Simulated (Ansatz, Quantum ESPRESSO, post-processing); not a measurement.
# Thickness dependence of 1T-MgI2, part 3 of 7

Wanted: polarisability and band edges of 1T-MgI2, layer by layer.

Quantum ESPRESSO 7.5; plane-wave DFT, PBEsol, GBRV ultrasoft pseudopotentials; geometry by Ansatz 0.2.0 with PAW datasets.

So far. Step 3 (Self-consistent run, 1 layer: no field): The run needed 10 iterations to bring the estimated error under 1e-09 Ry; the largest force on any atom, held or free, is 0.15 eV/Å. Step 6 (Electrostatic potential, 1 layer): The slope in the vacuum is 0.100 eV/Å for an applied 0.10 V/Å, as it should be.

### 7. Bands along a path, 1 layer: no field

The density is frozen and the levels are solved along a path.

The input, n1.f0.bands.in:

```
&control
  prefix = 'n1.f0.bands'
  outdir = './out'
  pseudo_dir = './pseudo'
  calculation = 'bands'
  tefield = .true.
  dipfield = .true.
/
&system
  ibrav = 0
  nat = 3
  ntyp = 2
  ecutwfc = 40
  ecutrho = 200
  occupations = 'smearing'
  smearing = 'fd'
  degauss = 0.004
  edir = 3
  emaxpos = 0.97
  eopreg = 0.04
  eamp = 0.0
  nbnd = 16
/
&electrons
  conv_thr = 1e-07
  mixing_beta = 0.4
  electron_maxstep = 120
  mixing_mode = 'local-TF'
/
ATOMIC_SPECIES
  I   126.9045  i_pbesol_v1.uspp.F.UPF
  Mg  24.3050  mg_pbesol_v1.4.uspp.F.UPF
CELL_PARAMETERS angstrom
  4.20328043370624 0.00000000000000 0.00000000000000
  -2.10164021685312 3.64014763481968 -0.00000000000000
  0.00000000000000 -0.00000000000000 19.59210358590000
ATOMIC_POSITIONS crystal
  I   0.666666666667 0.333333333333 0.414564749467
  Mg  0.000000000000 -0.000000000000 0.500000246850
  I   0.333333333333 0.666666666667 0.585435003683
K_POINTS crystal_b
4
  0.0000000000 0.0000000000 0.0000000000 12
  0.5000000000 0.0000000000 0.0000000000 12
  0.3333333333 0.3333333333 0.0000000000 12
  0.0000000000 0.0000000000 0.0000000000 1
```

The run is started by

```
$ cp -r out/n1.f0.save out/n1.f0.bands.save
$ cp out/n1.f0.xml out/n1.f0.bands.xml
$ OMP_NUM_THREADS=1 mpirun -n 4 pw.x -nk 4 -in n1.f0.bands.in > n1.f0.bands.out
```

What it wrote:

```text
[banner, memory and clock lines left out]
Program PWSCF v.7.5 starts

          URL

     Presently no symmetry can be used with electric field

     Atomic positions and unit cell read from directory:
     ./out/n1.f0.bands.save/

     G-vector sticks info

     bravais-lattice index     =            0
     lattice parameter (alat)  =       7.9430  a.u.
     unit-cell volume          =    2022.9495 (a.u.)^3
     number of atoms/cell      =            3
     number of atomic types    =            2
     number of electrons       =        24.00
     number of Kohn-Sham states=           16
     kinetic-energy cutoff     =      40.0000  Ry
     charge density cutoff     =     200.0000  Ry
     Exchange-correlation= SLA  PW   PSX  PSC
                           (   1   4  10   8   0   0   0)

     celldm(1)=   7.943049  celldm(2)=   0.000000  celldm(3)=   0.000000
     celldm(4)=   0.000000  celldm(5)=   0.000000  celldm(6)=   0.000000

     crystal axes: (cart. coord. in units of alat)
               a(1) = (   1.000000   0.000000   0.000000 )
               a(2) = (  -0.500000   0.866025  -0.000000 )
               a(3) = (   0.000000  -0.000000   4.661146 )

     reciprocal axes: (cart. coord. in units 2 pi/alat)
               b(1) = (  1.000000  0.577350  0.000000 )
               b(2) = ( -0.000000  1.154701  0.000000 )
               b(3) = ( -0.000000  0.000000  0.214540 )

     PseudoPot. # 1 for I  read from file:
     ./pseudo/i_pbesol_v1.uspp.F.UPF
     Pseudo is Ultrasoft + core correction, Zval =  7.0
     Generated by new atomic code, or converted to UPF format
     Using radial grid of  893 points,  6 beta functions with:
                l(1) =   0
                l(2) =   0
                l(3) =   1
                l(4) =   1
                l(5) =   2
                l(6) =   2
     Q(r) pseudized with  8 coefficients,  rinner =    1.500   1.500   1.500
                                                       1.500   1.500

     PseudoPot. # 2 for Mg read from file:
     ./pseudo/mg_pbesol_v1.4.uspp.F.UPF
     Pseudo is Ultrasoft, Zval = 10.0
     Generated by new atomic code, or converted to UPF format
     Using radial grid of  821 points,  7 beta functions with:
                l(1) =   0
                l(2) =   0
                l(3) =   0
                l(4) =   1
                l(5) =   1
                l(6) =   2
                l(7) =   2
     Q(r) pseudized with  8 coefficients,  rinner =    1.200   1.200   1.200
                                                       1.200   1.200

     atomic species   valence    mass     pseudopotential
     I                 7.00   126.90450     I ( 1.00)
     Mg               10.00    24.30500     Mg( 1.00)

     No symmetry found

   Cartesian axes

     site n.     atom                  positions (alat units)
         1        I      tau(   1) = (   0.5000000   0.2886751   1.9323468  )
         2        Mg     tau(   2) = (   0.0000000   0.0000000   2.3305741  )
         3        I      tau(   3) = (  -0.0000000   0.5773503   2.7287980  )

     number of k points=    37  Fermi-Dirac smearing, width (Ry)=  0.0040
                       cart. coord. in units 2pi/alat
        k(    1) = (   0.0000000   0.0000000   0.0000000), wk =   0.0540541
        k(    2) = (   0.0416667   0.0240563   0.0000000), wk =   0.0540541
        k(    3) = (   0.0833333   0.0481125   0.0000000), wk =   0.0540541
        k(    4) = (   0.1250000   0.0721688   0.0000000), wk =   0.0540541
        k(    5) = (   0.1666667   0.0962250   0.0000000), wk =   0.0540541
        k(    6) = (   0.2083333   0.1202813   0.0000000), wk =   0.0540541
        k(    7) = (   0.2500000   0.1443376   0.0000000), wk =   0.0540541
        k(    8) = (   0.2916667   0.1683938   0.0000000), wk =   0.0540541
        k(    9) = (   0.3333333   0.1924501   0.0000000), wk =   0.0540541
        k(   10) = (   0.3750000   0.2165064   0.0000000), wk =   0.0540541
        k(   11) = (   0.4166667   0.2405626   0.0000000), wk =   0.0540541
        k(   12) = (   0.4583333   0.2646189   0.0000000), wk =   0.0540541
        k(   13) = (   0.5000000   0.2886751   0.0000000), wk =   0.0540541
        k(   14) = (   0.4861111   0.3127314   0.0000000), wk =   0.0540541
        k(   15) = (   0.4722222   0.3367877   0.0000000), wk =   0.0540541
        k(   16) = (   0.4583333   0.3608439   0.0000000), wk =   0.0540541
        k(   17) = (   0.4444444   0.3849002   0.0000000), wk =   0.0540541
        k(   18) = (   0.4305556   0.4089564   0.0000000), wk =   0.0540541
        k(   19) = (   0.4166667   0.4330127   0.0000000), wk =   0.0540541
        k(   20) = (   0.4027778   0.4570690   0.0000000), wk =   0.0540541
        k(   21) = (   0.3888889   0.4811252   0.0000000), wk =   0.0540541
        k(   22) = (   0.3750000   0.5051815   0.0000000), wk =   0.0540541
        k(   23) = (   0.3611111   0.5292377   0.0000000), wk =   0.0540541
        k(   24) = (   0.3472222   0.5532940   0.0000000), wk =   0.0540541
        k(   25) = (   0.3333333   0.5773503   0.0000000), wk =   0.0540541
        k(   26) = (   0.3055556   0.5292377   0.0000000), wk =   0.0540541
        k(   27) = (   0.2777778   0.4811252   0.0000000), wk =   0.0540541
        k(   28) = (   0.2500000   0.4330127   0.0000000), wk =   0.0540541
        k(   29) = (   0.2222222   0.3849002   0.0000000), wk =   0.0540541
        k(   30) = (   0.1944444   0.3367877   0.0000000), wk =   0.0540541
        k(   31) = (   0.1666667   0.2886751   0.0000000), wk =   0.0540541
        k(   32) = (   0.1388889   0.2405626   0.0000000), wk =   0.0540541
        k(   33) = (   0.1111111   0.1924501   0.0000000), wk =   0.0540541
        k(   34) = (   0.0833333   0.1443376   0.0000000), wk =   0.0540541
        k(   35) = (   0.0555556   0.0962250   0.0000000), wk =   0.0540541
        k(   36) = (   0.0277778   0.0481125   0.0000000), wk =   0.0540541
        k(   37) = (   0.0000000   0.0000000   0.0000000), wk =   0.0540541

     Dense  grid:    96473 G-vectors     FFT dimensions: (  36,  36, 180)

     Smooth grid:    69005 G-vectors     FFT dimensions: (  32,  32, 150)

     Check: negative core charge=   -0.000002

     The potential is recalculated from file :
     ./out/n1.f0.bands.save/charge-density

     negative rho (up, down):  8.869E-05 0.000E+00

     Adding external electric field

     Computed dipole along edir(3) :
        Dipole                0.0000 Ry au,          0.0000 Debye
        Dipole field          0.0000 Ry au,

        Potential amp.       -0.0000 Ry
        Total length         35.5428 bohr

     Starting wfcs are   13 randomized atomic wfcs +    3 random wfcs

     Band Structure Calculation
     Davidson diagonalization with overlap

     ethr =  4.17E-10,  avg # of iterations = 49.1

     End of band structure calculation

          k = 0.0000 0.0000 0.0000 (  8505 PWs)   bands (ev):

   -78.0517 -45.0036 -45.0030 -45.0030 -15.0267 -14.5204  -6.1332  -3.8220
    -3.5199  -3.5199  -3.2478  -3.2478   0.6801   1.5377   2.6238   2.8202

          k = 0.0417 0.0241 0.0000 (  8529 PWs)   bands (ev):

   -78.0517 -45.0035 -45.0030 -45.0030 -15.0185 -14.5154  -6.1256  -3.8411
    -3.5731  -3.5434  -3.3088  -3.2497   0.7505   1.6157   2.6340   2.8307

          k = 0.0833 0.0481 0.0000 (  8550 PWs)   bands (ev):

   -78.0517 -45.0035 -45.0030 -45.0030 -14.9940 -14.5008  -6.1039  -3.9462
    -3.6703  -3.6068  -3.4722  -3.2595   0.9345   1.8247   2.6488   2.8591

          k = 0.1250 0.0722 0.0000 (  8576 PWs)   bands (ev):

   -78.0517 -45.0035 -45.0031 -45.0030 -14.9544 -14.4775  -6.0719  -4.1948
    -3.7535  -3.6969  -3.6601  -3.2834   1.1624   2.0710   2.6541   2.8952

          k = 0.1667 0.0962 0.0000 (  8600 PWs)   bands (ev):

   -78.0517 -45.0035 -45.0032 -45.0030 -14.9011 -14.4473  -6.0374  -4.5182
    -3.9857  -3.8019  -3.6959  -3.3223   1.3335   2.1686   2.8051   2.9235

          k = 0.2083 0.1203 0.0000 (  8600 PWs)   bands (ev):

   -78.0517 -45.0035 -45.0033 -45.0030 -14.8365 -14.4124  -6.0141  -4.8557
    -4.2359  -3.9123  -3.7004  -3.3733   1.3385   2.1892   2.9278   3.0680

          k = 0.2500 0.1443 0.0000 (  8616 PWs)   bands (ev):

   -78.0517 -45.0035 -45.0034 -45.0031 -14.7636 -14.3757  -6.0242  -5.1695
    -4.4478  -4.0207  -3.7063  -3.4314   1.1898   2.2305   2.9080   3.2917

          k = 0.2917 0.1684 0.0000 (  8618 PWs)   bands (ev):

   -78.0517 -45.0035 -45.0034 -45.0031 -14.6861 -14.3404  -6.0932  -5.4324
    -4.5909  -4.1213  -3.7202  -3.4911   0.9858   2.2357   2.8619   3.5019

          k = 0.3333 0.1925 0.0000 (  8628 PWs)   bands (ev):

   -78.0517 -45.0036 -45.0034 -45.0031 -14.6083 -14.3099  -6.2228  -5.6357
    -4.6513  -4.2092  -3.7456  -3.5472   0.7838   2.2071   2.7770   3.7017

          k = 0.3750 0.2165 0.0000 (  8654 PWs)   bands (ev):

   -78.0517 -45.0037 -45.0034 -45.0031 -14.5354 -14.2873  -6.3760  -5.7909
    -4.6427  -4.2810  -3.7827  -3.5953   0.6094   2.1762   2.6687   3.6074

          k = 0.4167 0.2406 0.0000 (  8656 PWs)   bands (ev):

   -78.0517 -45.0037 -45.0034 -45.0032 -14.4732 -14.2746  -6.5098  -5.9059
    -4.5967  -4.3341  -3.8265  -3.6321   0.4764   2.1606   2.5645   3.5097

          k = 0.4583 0.2646 0.0000 (  8668 PWs)   bands (ev):

   -78.0517 -45.0038 -45.0034 -45.0032 -14.4292 -14.2707  -6.5981  -5.9779
    -4.5478  -4.3666  -3.8653  -3.6551   0.3933   2.1606   2.4871   3.4400

          k = 0.5000 0.2887 0.0000 (  8678 PWs)   bands (ev):

   -78.0517 -45.0038 -45.0034 -45.0032 -14.4127 -14.2707  -6.6287  -6.0025
    -4.5269  -4.3776  -3.8815  -3.6630   0.3651   2.1638   2.4575   3.4150

          k = 0.4861 0.3127 0.0000 (  8672 PWs)   bands (ev):

   -78.0517 -45.0038 -45.0034 -45.0032 -14.4114 -14.2703  -6.6245  -5.9983
    -4.5277  -4.4040  -3.8751  -3.6778   0.3883   2.1930   2.4712   3.4214

          k = 0.4722 0.3368 0.0000 (  8670 PWs)   bands (ev):

   -78.0517 -45.0038 -45.0034 -45.0032 -14.4074 -14.2691  -6.6120  -5.9854
    -4.5305  -4.4775  -3.8599  -3.7202   0.4547   2.2781   2.5134   3.4411

          k = 0.4583 0.3608 0.0000 (  8660 PWs)   bands (ev):

   -78.0517 -45.0038 -45.0034 -45.0032 -14.4010 -14.2673  -6.5915  -5.9642
    -4.5855  -4.5379  -3.8433  -3.7837   0.5553   2.4120   2.5866   3.4762

          k = 0.4444 0.3849 0.0000 (  8648 PWs)   bands (ev):

   -78.0517 -45.0038 -45.0034 -45.0032 -14.3922 -14.2651  -6.5632  -5.9348
    -4.7165  -4.5540  -3.8580  -3.8299   0.6769   2.5820   2.6941   3.5306

          k = 0.4306 0.4090 0.0000 (  8652 PWs)   bands (ev):

   -78.0517 -45.0037 -45.0034 -45.0033 -14.3814 -14.2627  -6.5280  -5.8977
    -4.8605  -4.5850  -3.9301  -3.8217   0.8042   2.7696   2.8386   3.6103

          k = 0.4167 0.4330 0.0000 (  8656 PWs)   bands (ev):

   -78.0517 -45.0037 -45.0034 -45.0033 -14.3688 -14.2607  -6.4867  -5.8536
    -5.0093  -4.6371  -3.9869  -3.8193   0.9227   2.9491   3.0141   3.5035

          k = 0.4028 0.4571 0.0000 (  8676 PWs)   bands (ev):

   -78.0517 -45.0037 -45.0034 -45.0033 -14.3550 -14.2595  -6.4409  -5.8034
    -5.1555  -4.7118  -4.0206  -3.8231   1.0214   3.0941   3.1702   3.4852

          k = 0.3889 0.4811 0.0000 (  8670 PWs)   bands (ev):

   -78.0517 -45.0037 -45.0034 -45.0034 -14.3402 -14.2595  -6.3929  -5.7489
    -5.2919  -4.8027  -4.0310  -3.8331   1.0949   3.1928   3.1995   3.6631

          k = 0.3750 0.5052 0.0000 (  8674 PWs)   bands (ev):

   -78.0517 -45.0036 -45.0034 -45.0034 -14.3251 -14.2613  -6.3463  -5.6930
    -5.4112  -4.8986  -4.0227  -3.8494   1.1429   3.1800   3.2494   3.9500

          k = 0.3611 0.5292 0.0000 (  8684 PWs)   bands (ev):

   -78.0517 -45.0036 -45.0035 -45.0034 -14.3102 -14.2655  -6.3062  -5.6410
    -5.5054  -4.9858  -4.0015  -3.8721   1.1693   3.1738   3.2708   4.2618

          k = 0.3472 0.5533 0.0000 (  8696 PWs)   bands (ev):

   -78.0517 -45.0036 -45.0035 -45.0034 -14.2959 -14.2725  -6.2793  -5.6019
    -5.5660  -5.0490  -3.9714  -3.9011   1.1804   3.1901   3.2618   4.5376

          k = 0.3333 0.5774 0.0000 (  8694 PWs)   bands (ev):

   -78.0517 -45.0035 -45.0035 -45.0034 -14.2829 -14.2829  -6.2703  -5.5869
    -5.5868  -5.0724  -3.9359  -3.9359   1.1827   3.2270   3.2270   4.6546

          k = 0.3056 0.5292 0.0000 (  8674 PWs)   bands (ev):

   -78.0517 -45.0036 -45.0035 -45.0034 -14.3152 -14.2628  -6.2929  -5.6274
    -5.5212  -4.9898  -4.0191  -3.8571   1.1834   3.1060   3.3417   4.4617

          k = 0.2778 0.4811 0.0000 (  8658 PWs)   bands (ev):

   -78.0517 -45.0036 -45.0034 -45.0034 -14.3643 -14.2533  -6.3141  -5.6795
    -5.3740  -4.8074  -4.1080  -3.7790   1.2015   2.9659   3.4608   4.2278

          k = 0.2500 0.4330 0.0000 (  8654 PWs)   bands (ev):

   -78.0517 -45.0036 -45.0034 -45.0033 -14.4298 -14.2569  -6.2919  -5.6784
    -5.2084  -4.5868  -4.1770  -3.7110   1.2452   2.8517   3.5048   4.0501

          k = 0.2222 0.3849 0.0000 (  8654 PWs)   bands (ev):

   -78.0517 -45.0036 -45.0034 -45.0033 -14.5091 -14.2739  -6.2219  -5.6037
    -5.0653  -4.3534  -4.1902  -3.6591   1.3097   2.7853   3.4009   3.9363

          k = 0.1944 0.3368 0.0000 (  8674 PWs)   bands (ev):

   -78.0517 -45.0035 -45.0034 -45.0032 -14.5978 -14.3029  -6.1251  -5.4519
    -4.9537  -4.1234  -4.1232  -3.6248   1.3868   2.7695   3.1583   3.6846

          k = 0.1667 0.2887 0.0000 (  8658 PWs)   bands (ev):

   -78.0517 -45.0035 -45.0034 -45.0031 -14.6901 -14.3407  -6.0414  -5.2282
    -4.8269  -3.9942  -3.9139  -3.6025   1.4665   2.7908   2.8763   3.3686

          k = 0.1389 0.2406 0.0000 (  8628 PWs)   bands (ev):

   -78.0517 -45.0035 -45.0033 -45.0031 -14.7802 -14.3833  -6.0056  -4.9442
    -4.6255  -3.8440  -3.7565  -3.5667   1.5206   2.6361   2.8006   3.0777

          k = 0.1111 0.1925 0.0000 (  8614 PWs)   bands (ev):

   -78.0517 -45.0035 -45.0032 -45.0030 -14.8622 -14.4259  -6.0181  -4.6195
    -4.3408  -3.7020  -3.6978  -3.4730   1.4750   2.5232   2.6137   2.9500

          k = 0.0833 0.1443 0.0000 (  8600 PWs)   bands (ev):

   -78.0517 -45.0035 -45.0031 -45.0030 -14.9312 -14.4642  -6.0553  -4.2851
    -4.0126  -3.6894  -3.5797  -3.3659   1.2789   2.2683   2.5706   2.9148

          k = 0.0556 0.0962 0.0000 (  8578 PWs)   bands (ev):

   -78.0517 -45.0035 -45.0030 -45.0030 -14.9833 -14.4944  -6.0948  -3.9967
    -3.7147  -3.6696  -3.4658  -3.2892   1.0064   1.9133   2.6429   2.8709

          k = 0.0278 0.0481 0.0000 (  8540 PWs)   bands (ev):

   -78.0517 -45.0035 -45.0030 -45.0030 -15.0157 -14.5137  -6.1231  -3.8489
    -3.5851  -3.5561  -3.3240  -3.2533   0.7730   1.6409   2.6368   2.8341

          k = 0.0000 0.0000 0.0000 (  8505 PWs)   bands (ev):

   -78.0517 -45.0036 -45.0030 -45.0030 -15.0267 -14.5204  -6.1332  -3.8220
    -3.5199  -3.5199  -3.2478  -3.2478   0.6801   1.5377   2.6238   2.8202

     XML data file, pseudopotentials, collected wavefunctions

                                        0.00s GPU  (     586 calls)
```

The job ended after 18 s (4 MPI ranks of Arm Neoverse V1, shared host; peak memory 0.35 GiB).

Read from the output:

| Quantity | Value |
| --- | --- |
| dipole along the normal | 0 e·Å |
| valence top, on the run's zero | -3.248 eV |
| conduction bottom, on the run's zero | 0.3651 eV |
| gap by band count | 3.613 eV |

Band numbers count within the set of bands kept for display. Electronic bands along the path, in eV, zero at the highest filled level of the SCF mesh; v1 is the highest filled band, c1 the lowest empty one:

| point | v4 | v3 | v2 | v1 | c1 | c2 | c3 | c4 |
| --- | --- | --- | --- | --- | --- | --- | --- | --- |
| Γ | -0.27 | -0.27 | 0.00 | 0.00 | 3.93 | 4.79 | 5.87 | 6.07 |
| halfway | -1.20 | -0.77 | -0.46 | -0.18 | 4.44 | 5.48 | 6.16 | 6.54 |
| M | -1.28 | -1.13 | -0.63 | -0.42 | 3.61 | 5.41 | 5.71 | 6.66 |
| halfway | -1.76 | -1.39 | -0.74 | -0.57 | 4.17 | 6.20 | 6.26 | 6.75 |
| K | -2.34 | -1.82 | -0.69 | -0.69 | 4.43 | 6.47 | 6.47 | 7.90 |
| halfway | -1.58 | -0.75 | -0.67 | -0.35 | 4.71 | 6.04 | 6.12 | 6.62 |
| Γ | -0.27 | -0.27 | 0.00 | 0.00 | 3.93 | 4.79 | 5.87 | 6.07 |

The electronic bands as a text plot (rows in eV, shown from -3.4 to 6.1 only):

```
    5.9 |++++++++     +++++++++++++             +++++++++++++++++
    5.5 |    ++++++++++++++++++++                         ++
    5.1 |   +                                               ++++
    4.7 |+++   +++                              ++++++++++++    +
    4.3 |   +++   ++++             +++++++++++++            ++
    3.9 |+++          +++++     +++                           +++
    3.5 |                  +++++
    3.1 |
    2.7 |
    2.3 |
    1.9 |
    1.5 |
    1.1 |
    0.8 |
    0.4 |
    0.0 |***********                                    *********
   -0.4 |*******************************  ***********************
   -0.8 |   ************     **   ********************    ****
   -1.2 |      ** ******************          ****    ******
   -1.6 |        *               ******** ****    ******
   -2.0 |         ****              ***  *  ******  **
   -2.4 |             ***           ****************
   -2.8 |*************** ***********            *****************
   -3.2 |               ************************
         Γ                   M           K                      Γ
```

Along this path the valence top lies at Γ and the conduction bottom at M.

### 8. Polarisability from the dipole between 0 and 0.1 V/A, 1 layer

Numbers from this step:

| Quantity | Value |
| --- | --- |
| change of slope in the vacuum | 0.09999 eV/Å |
| polarisability a cell | 6.320 Å³ |
| sheet polarisability 4πα/A | 5.191 Å |

Table of change of the potential energy, second field less first by z:

```csv
z (Å),"change of the potential energy, second field less first (eV)"
0.0,-0.360
0.5,-0.670
1.0,-0.620
1.5,-0.570
2.0,-0.520
2.5,-0.470
3.0,-0.420
3.5,-0.370
4.0,-0.320
4.5,-0.270
5.0,-0.220
5.5,-0.171
6.0,-0.124
6.5,-0.0825
7.0,-0.0518
7.5,-0.0355
8.0,-0.0281
8.5,-0.0246
9.0,-0.0204
9.5,-0.00956
10.0,0.00672
10.5,0.0189
11.0,0.0237
11.5,0.0269
12.0,0.0333
12.5,0.0476
13.0,0.0761
13.5,0.117
14.0,0.163
14.5,0.212
15.0,0.261
15.5,0.311
16.0,0.361
16.5,0.411
17.0,0.461
17.5,0.511
18.0,0.561
18.5,0.611
19.0,0.617
```

(Part 3 of 7 ends here.)

[Logs are printed without paths, hosts, clocks, repeated set-up lines and the standing remarks that a program may print on its own settings, such as how far it seeks lower states.]

[Hosts, paths, dates, database ids (printed as entryN), source tags and the programs' standing remarks are cut or masked in the printed files.]

[Maps of the electrostatic potential energy from Ansatz leave out the sawtooth potential of an applied field or a dipole correction, so their vacuum need not be flat; planar profiles and work functions include it.]
